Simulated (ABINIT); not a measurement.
# SrTiO3 (Tausonite): making up for missing bands, part 2 of 2

Wanted: gap and time of SrTiO3 (Tausonite) with truncated and completed band sums.

ABINIT 10.8.3; PBE and many-body steps on it, plane waves. Known limits of the many-body steps: short of the basis limit; no spin-orbit coupling; coarse k mesh.

So far. Step 3 (Screening, 4×4×4 mesh, 197 bands, screening to 190.5 eV): Local fields lower ε∞ by 6 %. On a Γ-centred mesh this coarse the value itself is usually too large, while a short band sum pulls it down. Step 4 (197 bands): The gap on the mesh goes from 1.91 eV to 3.48 eV, a correction of +1.57 eV.

## Step 6: 35 bands

This step: G0W0 on PBE, plane waves, norm-conserving pseudopotentials.

File run.abi:

```
acell 3*1.0 Angstrom
rprim 
  3.905280000000 0.000000000000 0.000000000000
  0.000000000000 3.905280000000 0.000000000000
  0.000000000000 0.000000000000 3.905280000000
ntypat 3
znucl 38 22 8
natom 5
typat 1 2 3 3 3
xred 
  0.500000000000 0.500000000000 0.500000000000
  0.000000000000 0.000000000000 0.000000000000
  0.500000000000 0.000000000000 0.000000000000
  0.000000000000 0.500000000000 0.000000000000
  0.000000000000 0.000000000000 0.500000000000
pp_dirpath "pseudos"
pseudos "Sr.upf, Ti.upf, O.upf"
ecut 38
ngkpt 4 4 4
nshiftk 1
shiftk 0 0 0
kptopt 1
chksymbreak 0
istwfk *1
occopt 1
irdwfk 1
optdriver 4
nband 35
gwcalctyp 0
ecutsigx 38
symsigma 1
nkptgw 2
kptgw 
  0.5000000000 0.5000000000 0.5000000000
  0.0000000000 0.0000000000 0.0000000000
bdgw 
  18 23
  18 23
ecuteps 7
irdscr 1
ppmodel 1
indata_prefix "in"
outdata_prefix "out"
tmpdata_prefix "tmp"
```

Run with:

```bash
$ OMP_NUM_THREADS=1 mpirun -n 8 abinit run.abi > log
```

Log:

```text
.Version 10.8.3 of ABINIT. v10.8.2 released Aug 2026.

 Symmetries : space group Pm -3 m (#221); Bravais cP (primitive cubic)
[... echo of the input left out ...]
== DATASET  1 ==================================================================
-   mpi_nproc: 8, omp_nthreads: 1 (-1 if OMP is not activated)

--- !DatasetInfo
iteration_state: {dtset: 1, }
dimensions: {natom: 5, nkpt: 10, mband: 35, nsppol: 1, nspinor: 1, nspden: 1, mpw: 4632, }
cutoff_energies: {ecut:  38.0, pawecutdg:  -1.0, }
electrons: {nelect:   4.00000000E+01, charge:   0.00000000E+00, occopt:   1.00000000E+00, tsmear:   1.00000000E-02, }

 SIGMA: Calculation of the GW corrections

 Based on a program developped by R.W. Godby, V. Olevano, G. Onida, and L. Reining.
 Incorporated in ABINIT by V. Olevano, G.-M. Rignanese, and M. Torrent.
.Using double precision arithmetic ; gwpc =  8

[... cell and pseudopotentials left out ...]
--------------------------------------------------------------------------------

 ==== K-mesh for the wavefunctions ====
 Number of points in the irreducible wedge :    10
[... list of points left out ...]
 Together with 48 symmetry operations and time-reversal symmetry
 yields    64 points in the full Brillouin Zone.

 ==== Q-mesh for screening function ====
 Number of points in the irreducible wedge :    10
[... list of points left out ...]
 Together with 48 symmetry operations and time-reversal symmetry
 yields    64 points in the full Brillouin Zone.

 vcoul_init : cutoff-mode = AUXILIARY_FUNCTION
 q-points for optical limit:   1
     1)      0.000010    0.000020    0.000030
 setmesh: FFT mesh size selected  =    45x   45x   45
          total number of points  =        91125

 Number of electrons calculated from density =   40.0000; Expected =   40.0000
[...]
number of omega for Sigma on real axis              0
 max omega for Sigma on real axis  [eV]           0.00
 zcut for avoiding poles [eV]                     0.10

 EPSILON^-1 parameters (SCR file):
 dimension of the eps^-1 matrix on file            365
 dimension of the eps^-1 matrix used               365
 number of plane-waves for wavefunctions          4457
 number of bands                                    35
 number of q-points in IBZ                          10
 number of frequencies                               2
 number of real frequencies                          1
 number of imag frequencies                          1

 matrix elements of self-energy operator (all in [eV])

 Perturbative Calculation

--- !SelfEnergy_ee
iteration_state: {dtset: 1, }
kpoint     : [   0.500,    0.500,    0.500, ]
spin       : 1
KS_gap     :    4.517
QP_gap     :    6.568
Delta_QP_KS:    2.051
data: !SigmaeeData |
     Band     E0 <VxcDFT>   SigX SigC(E0)      Z dSigC/dE  Sig(E)    E-E0       E
       18   6.925 -20.195 -25.189   5.694   0.744  -0.344 -19.674   0.521   7.446
       19   6.925 -20.195 -25.189   5.694   0.744  -0.344 -19.674   0.521   7.446
       20   6.925 -20.195 -25.189   5.694   0.744  -0.344 -19.674   0.521   7.446
[...]
--- !SelfEnergy_ee
iteration_state: {dtset: 1, }
kpoint     : [   0.000,    0.000,    0.000, ]
spin       : 1
KS_gap     :    2.263
QP_gap     :    4.105
Delta_QP_KS:    1.842
data: !SigmaeeData |
     Band     E0 <VxcDFT>   SigX SigC(E0)      Z dSigC/dE  Sig(E)    E-E0       E
[...]
22   8.833 -18.883 -11.450  -4.357   0.765  -0.306 -16.528   2.355  11.187
       23   8.833 -18.883 -11.450  -4.357   0.765  -0.306 -16.528   2.355  11.187

== END DATASET(S) ==============================================================
================================================================================

 -outvars: echo values of variables after computation  --------
           etotal      0.0000000000E+00
            nband          35
             nkpt          10
          spgroup         221
 [... the other variables as echoed above ...]

 Calculation completed.
```

It took 9.2 s on 8 MPI ranks of Arm Neoverse V1, shared host; peak memory 1.7 GiB.

Numbers from this step:

```
G0W0 gap on the mesh                         : 3.741 eV
starting gap on the mesh                     : 1.908 eV
k of the valence top                         : 0.5, 0.5, 0.5
k of the conduction bottom                   : 0, 0, 0
Z at the valence top                         : 0.744
Z at the conduction bottom                   : 0.765
least direct G0W0 gap on the computed points : 4.104 eV
```

Against G0W0 in ABINIT (4×4×4 mesh, 197 bands, screening to 190.5 eV, Godby-Needs plasmon pole), the gap moves by +0.262 eV.

## Step 7: Screening, 4×4×4 mesh, 35 bands, screening to 190.5 eV

This step: RPA screening on PBE, plane waves, norm-conserving pseudopotentials.

run.abi, as its differences from that of step 6:

```diff
@@ -26,17 +26,10 @@
 irdwfk 1
-optdriver 4
+optdriver 3
 nband 35
-gwcalctyp 0
-ecutsigx 38
-symsigma 1
-nkptgw 2
-kptgw 
-  0.5000000000 0.5000000000 0.5000000000
-  0.0000000000 0.0000000000 0.0000000000
-bdgw 
-  18 23
-  18 23
 ecuteps 7
-irdscr 1
-ppmodel 1
+inclvkb 2
+awtr 1
+symchi 1
+gwcomp 1
+gwencomp 1.5
 indata_prefix "in"
```

Log:

```text
.Version 10.8.3 of ABINIT. v10.8.2 released Aug 2026.

 Symmetries : space group Pm -3 m (#221); Bravais cP (primitive cubic)
[... echo of the input left out ...]
== DATASET  1 ==================================================================
-   mpi_nproc: 8, omp_nthreads: 1 (-1 if OMP is not activated)

--- !DatasetInfo
iteration_state: {dtset: 1, }
dimensions: {natom: 5, nkpt: 10, mband: 35, nsppol: 1, nspinor: 1, nspden: 1, mpw: 4632, }
cutoff_energies: {ecut:  38.0, pawecutdg:  -1.0, }
[...]
--------------------------------------------------------------------------------
[... chi0 elements left out ...]
 For q-point:  0.000010 0.000020 0.000030
  dielectric constant =   6.1865
  dielectric constant without local fields =   6.4301

  Average fulfillment of the sum rule on Im[epsilon] for q-point    1 :     94.99  [%]
[... wings left out ...]
  q-point number  2        q = ( 0.250000, 0.000000, 0.000000) [r.l.u.]
--------------------------------------------------------------------------------
[... chi0 elements left out ...]
  Average fulfillment of the sum rule on Im[epsilon] for q-point    2 :    110.28  [%]

 [... 8 further q-points ...]
```

The job ended after 1.9 min (8 MPI ranks; peak memory 1.8 GiB; 14 min of CPU time).

This step gave:

* ε∞ with local fields, on this mesh: 6.186
* ε∞ without local fields, on this mesh: 6.430
* plasma frequency: 30.43 eV
* plane waves in the screening matrix: 365

## Step 8: 35 bands, completed

This step: G0W0 on PBE, plane waves, norm-conserving pseudopotentials.

run.abi, as its differences from that of step 7:

```diff
@@ -26,8 +26,17 @@
 irdwfk 1
-optdriver 3
+optdriver 4
 nband 35
+gwcalctyp 0
+ecutsigx 38
+symsigma 1
+nkptgw 2
+kptgw 
+  0.5000000000 0.5000000000 0.5000000000
+  0.0000000000 0.0000000000 0.0000000000
+bdgw 
+  18 23
+  18 23
 ecuteps 7
-inclvkb 2
-awtr 1
-symchi 1
+irdscr 1
+ppmodel 1
 gwcomp 1
```

Log:

```text
.Version 10.8.3 of ABINIT. v10.8.2 released Aug 2026.

 Symmetries : space group Pm -3 m (#221); Bravais cP (primitive cubic)
[... echo of the input left out ...]
== DATASET  1 ==================================================================
-   mpi_nproc: 8, omp_nthreads: 1 (-1 if OMP is not activated)

--- !DatasetInfo
iteration_state: {dtset: 1, }
dimensions: {natom: 5, nkpt: 10, mband: 35, nsppol: 1, nspinor: 1, nspden: 1, mpw: 4632, }
cutoff_energies: {ecut:  38.0, pawecutdg:  -1.0, }
[...]
Band     E0 <VxcDFT>   SigX SigC(E0)      Z dSigC/dE  Sig(E)    E-E0       E
[...]
22   8.833 -18.883 -11.450  -6.549   0.785  -0.274 -18.189   0.694   9.526
       23   8.833 -18.883 -11.450  -6.549   0.785  -0.274 -18.189   0.694   9.526

== END DATASET(S) ==============================================================
================================================================================

 -outvars: echo values of variables after computation  --------
           etotal      0.0000000000E+00
            nband          35
             nkpt          10
          spgroup         221
 [... the other variables as echoed above ...]

 Calculation completed.
```

Elapsed: 11 s, on 8 MPI ranks; peak memory 1.7 GiB; 81 s of CPU time.

Read from the output:

```
G0W0 gap on the mesh                         : 3.440 eV
starting gap on the mesh                     : 1.908 eV
k of the valence top                         : 0.5, 0.5, 0.5
k of the conduction bottom                   : 0, 0, 0
least direct G0W0 gap on the computed points : 3.819 eV
```

Against G0W0 in ABINIT (4×4×4 mesh, 197 bands, screening to 190.5 eV, Godby-Needs plasmon pole), the gap moves by −0.039 eV.

## Step 9: Screening, 4×4×4 mesh, 82 bands, screening to 190.5 eV

This step: RPA screening on PBE, plane waves, norm-conserving pseudopotentials.

run.abi, as its differences from that of step 8:

```diff
@@ -26,19 +26,8 @@
 irdwfk 1
-optdriver 4
-nband 35
-gwcalctyp 0
-ecutsigx 38
-symsigma 1
-nkptgw 2
-kptgw 
-  0.5000000000 0.5000000000 0.5000000000
-  0.0000000000 0.0000000000 0.0000000000
-bdgw 
-  18 23
-  18 23
+optdriver 3
+nband 82
 ecuteps 7
-irdscr 1
-ppmodel 1
-gwcomp 1
-gwencomp 1.5
+inclvkb 2
+awtr 1
+symchi 1
 indata_prefix "in"
```

Log:

```text
.Version 10.8.3 of ABINIT. v10.8.2 released Aug 2026.

 Symmetries : space group Pm -3 m (#221); Bravais cP (primitive cubic)
[... echo of the input left out ...]
== DATASET  1 ==================================================================
-   mpi_nproc: 8, omp_nthreads: 1 (-1 if OMP is not activated)

--- !DatasetInfo
iteration_state: {dtset: 1, }
dimensions: {natom: 5, nkpt: 10, mband: 82, nsppol: 1, nspinor: 1, nspden: 1, mpw: 4632, }
cutoff_energies: {ecut:  38.0, pawecutdg:  -1.0, }
[...]
--------------------------------------------------------------------------------
[... chi0 elements left out ...]
 For q-point:  0.000010 0.000020 0.000030
  dielectric constant =   6.3747
  dielectric constant without local fields =   6.7565

  Average fulfillment of the sum rule on Im[epsilon] for q-point    1 :     50.87  [%]
[... wings left out ...]
  q-point number  2        q = ( 0.250000, 0.000000, 0.000000) [r.l.u.]
--------------------------------------------------------------------------------
[... chi0 elements left out ...]
  Average fulfillment of the sum rule on Im[epsilon] for q-point    2 :     66.71  [%]

 [... 8 further q-points ...]
```

The job ended after 97 s (8 MPI ranks; peak memory 1.9 GiB; 13 min of CPU time).

Numbers from this step:

| Property | Result |
| --- | --- |
| ε∞ with local fields, on this mesh | 6.375 |
| ε∞ without local fields, on this mesh | 6.756 |
| plasma frequency | 30.43 eV |
| plane waves in the screening matrix | 365 |

## Step 10: 82 bands

This step: G0W0 on PBE, plane waves, norm-conserving pseudopotentials.

run.abi, as its differences from that of step 9:

```diff
@@ -26,8 +26,17 @@
 irdwfk 1
-optdriver 3
+optdriver 4
 nband 82
+gwcalctyp 0
+ecutsigx 38
+symsigma 1
+nkptgw 2
+kptgw 
+  0.5000000000 0.5000000000 0.5000000000
+  0.0000000000 0.0000000000 0.0000000000
+bdgw 
+  18 23
+  18 23
 ecuteps 7
-inclvkb 2
-awtr 1
-symchi 1
+irdscr 1
+ppmodel 1
 indata_prefix "in"
```

Log:

```text
.Version 10.8.3 of ABINIT. v10.8.2 released Aug 2026.

 Symmetries : space group Pm -3 m (#221); Bravais cP (primitive cubic)
[... echo of the input left out ...]
== DATASET  1 ==================================================================
-   mpi_nproc: 8, omp_nthreads: 1 (-1 if OMP is not activated)

--- !DatasetInfo
iteration_state: {dtset: 1, }
dimensions: {natom: 5, nkpt: 10, mband: 82, nsppol: 1, nspinor: 1, nspden: 1, mpw: 4632, }
cutoff_energies: {ecut:  38.0, pawecutdg:  -1.0, }
[...]
Band     E0 <VxcDFT>   SigX SigC(E0)      Z dSigC/dE  Sig(E)    E-E0       E
[...]
22   8.833 -18.883 -11.450  -5.095   0.781  -0.281 -17.058   1.825  10.658
       23   8.833 -18.883 -11.450  -5.095   0.781  -0.281 -17.058   1.825  10.658

== END DATASET(S) ==============================================================
================================================================================

 -outvars: echo values of variables after computation  --------
           etotal      0.0000000000E+00
            nband          82
             nkpt          10
          spgroup         221
 [... the other variables as echoed above ...]

 Calculation completed.
```

Wall time 14 s (8 MPI ranks); peak memory 1.9 GiB; 1.8 min of CPU time.

Numbers from this step:

* G0W0 gap on the mesh: 3.551 eV
* starting gap on the mesh: 1.908 eV
* k of the valence top: 0.5, 0.5, 0.5
* k of the conduction bottom: 0, 0, 0
* least direct G0W0 gap on the computed points: 3.933 eV

Against G0W0 in ABINIT (4×4×4 mesh, 197 bands, screening to 190.5 eV, Godby-Needs plasmon pole), the gap moves by +0.072 eV.

## Step 11: Screening, 4×4×4 mesh, 82 bands, screening to 190.5 eV

This step: RPA screening on PBE, plane waves, norm-conserving pseudopotentials.

run.abi, as its differences from that of step 10:

```diff
@@ -26,17 +26,10 @@
 irdwfk 1
-optdriver 4
+optdriver 3
 nband 82
-gwcalctyp 0
-ecutsigx 38
-symsigma 1
-nkptgw 2
-kptgw 
-  0.5000000000 0.5000000000 0.5000000000
-  0.0000000000 0.0000000000 0.0000000000
-bdgw 
-  18 23
-  18 23
 ecuteps 7
-irdscr 1
-ppmodel 1
+inclvkb 2
+awtr 1
+symchi 1
+gwcomp 1
+gwencomp 3
 indata_prefix "in"
```

Log:

```text
.Version 10.8.3 of ABINIT. v10.8.2 released Aug 2026.

 Symmetries : space group Pm -3 m (#221); Bravais cP (primitive cubic)
[... echo of the input left out ...]
== DATASET  1 ==================================================================
-   mpi_nproc: 8, omp_nthreads: 1 (-1 if OMP is not activated)

--- !DatasetInfo
iteration_state: {dtset: 1, }
dimensions: {natom: 5, nkpt: 10, mband: 82, nsppol: 1, nspinor: 1, nspden: 1, mpw: 4632, }
cutoff_energies: {ecut:  38.0, pawecutdg:  -1.0, }
[...]
--------------------------------------------------------------------------------
[... chi0 elements left out ...]
 For q-point:  0.000010 0.000020 0.000030
  dielectric constant =   6.3860
  dielectric constant without local fields =   6.7565

  Average fulfillment of the sum rule on Im[epsilon] for q-point    1 :    112.43  [%]
[... wings left out ...]
  q-point number  2        q = ( 0.250000, 0.000000, 0.000000) [r.l.u.]
--------------------------------------------------------------------------------
[... chi0 elements left out ...]
  Average fulfillment of the sum rule on Im[epsilon] for q-point    2 :    108.08  [%]

 [... 8 further q-points ...]
```

It took 2.6 min on 8 MPI ranks; peak memory 2.2 GiB.

Numbers from this step:

```yaml
eps_infinity_with_local_fields_on_this_mesh: 6.386
eps_infinity_without_local_fields_on_this_mesh: 6.756
plasma_frequency: 30.43 eV
plane_waves_in_the_screening_matrix: 365
```

## Step 12: 82 bands, completed

This step: G0W0 on PBE, plane waves, norm-conserving pseudopotentials.

run.abi, as its differences from that of step 11:

```diff
@@ -26,8 +26,17 @@
 irdwfk 1
-optdriver 3
+optdriver 4
 nband 82
+gwcalctyp 0
+ecutsigx 38
+symsigma 1
+nkptgw 2
+kptgw 
+  0.5000000000 0.5000000000 0.5000000000
+  0.0000000000 0.0000000000 0.0000000000
+bdgw 
+  18 23
+  18 23
 ecuteps 7
-inclvkb 2
-awtr 1
-symchi 1
+irdscr 1
+ppmodel 1
 gwcomp 1
```

Log:

```text
.Version 10.8.3 of ABINIT. v10.8.2 released Aug 2026.

 Symmetries : space group Pm -3 m (#221); Bravais cP (primitive cubic)
[... echo of the input left out ...]
== DATASET  1 ==================================================================
-   mpi_nproc: 8, omp_nthreads: 1 (-1 if OMP is not activated)

--- !DatasetInfo
iteration_state: {dtset: 1, }
dimensions: {natom: 5, nkpt: 10, mband: 82, nsppol: 1, nspinor: 1, nspden: 1, mpw: 4632, }
cutoff_energies: {ecut:  38.0, pawecutdg:  -1.0, }
[...]
Band     E0 <VxcDFT>   SigX SigC(E0)      Z dSigC/dE  Sig(E)    E-E0       E
[...]
22   8.833 -18.883 -11.450  -6.001   0.783  -0.277 -17.762   1.121   9.954
       23   8.833 -18.883 -11.450  -6.001   0.783  -0.277 -17.762   1.121   9.954

== END DATASET(S) ==============================================================
================================================================================

 -outvars: echo values of variables after computation  --------
           etotal      0.0000000000E+00
            nband          82
             nkpt          10
          spgroup         221
 [... the other variables as echoed above ...]

 Calculation completed.
```

The job ended after 15 s (8 MPI ranks; peak memory 1.9 GiB; 1.9 min of CPU time).

This step gave:

```
G0W0 gap on the mesh                         : 3.380 eV
starting gap on the mesh                     : 1.908 eV
k of the valence top                         : 0.5, 0.5, 0.5
k of the conduction bottom                   : 0, 0, 0
least direct G0W0 gap on the computed points : 3.766 eV
```

Against G0W0 in ABINIT (4×4×4 mesh, 197 bands, screening to 190.5 eV, Godby-Needs plasmon pole), the gap moves by −0.099 eV.

## Step 13: Side by side

Times are wall times on 8 MPI ranks of Arm Neoverse V1, shared host, good to a factor of about two. A run's time includes the screening step that it read.

```tsv
run	mesh	bands	screening cutoff (eV)	DFT gap (eV)	gap on the mesh (eV)	direct (eV)	ε∞ used	time
197 bands	4×4×4	197	190.5	1.908	3.479	3.852	6.39	5.7 min
35 bands	4×4×4	35	190.5	1.908	3.741	4.104	6.14	29 s
35 bands, completed	4×4×4	35	190.5	1.908	3.440	3.819	6.19	2.1 min
82 bands	4×4×4	82	190.5	1.908	3.551	3.933	6.37	1.9 min
82 bands, completed	4×4×4	82	190.5	1.908	3.380	3.766	6.39	2.8 min
```

## Step 14: Results

```yaml
197_bands: 3.479 eV
35_bands: 3.741 eV
35_bands_completed: 3.440 eV
82_bands: 3.551 eV
82_bands_completed: 3.380 eV
```

**Reading.** 35 bands: +0.262 eV against 197 bands. 35 bands, completed: −0.039 eV against 197 bands. 82 bands: +0.072 eV against 197 bands. 82 bands, completed: −0.099 eV against 197 bands. The row with most bands is itself short of the limit, so it is no exact reference, and agreement of a truncated run with it can be a cancellation between the edges. The 4×4×4 mesh is coarse for this cell, which bears on the long-range parts of exchange and screening. This is the ideal cubic cell; many perovskites, halides above all, are cubic only on average, and local tilts or off-centring can widen the gap. The many-body steps are scalar-relativistic: spin-orbit coupling is not in them.

[Long decimals in the printed logs are rounded to 6 places.]

[Logs are printed without paths, hosts, clocks, repeated set-up lines and the standing remarks that a program may print on its own settings, such as how far it seeks lower states.]

[Paths, hosts, dates, memory and timing lines, banners, echoed tables and standing remarks are left out of the program output; an Ansatz launch command may be rebuilt from the run's recorded settings. Measured values are a selection of at most five: reports struck by readers or far from the other reports are left out. None is set beside runs whose start may be inverted or whose files or cutoffs have a known fault.]

[Runs of the session that timed out or met a known fault of the program may be left out.]

[Hosts, paths, dates, database ids (printed as entryN), source tags and the programs' standing remarks are cut or masked in the printed files.]

[G0W0 gaps are taken among the corrected bands and points alone; a level outside them can change the order at an edge.]

[Where Ansatz stands beside ABINIT at settings called matched, ABINIT's density can come from a denser mesh and the files from another edition; pairs whose starting gaps differed by over 0.03 eV were left out, so agreement reads better than it is.]
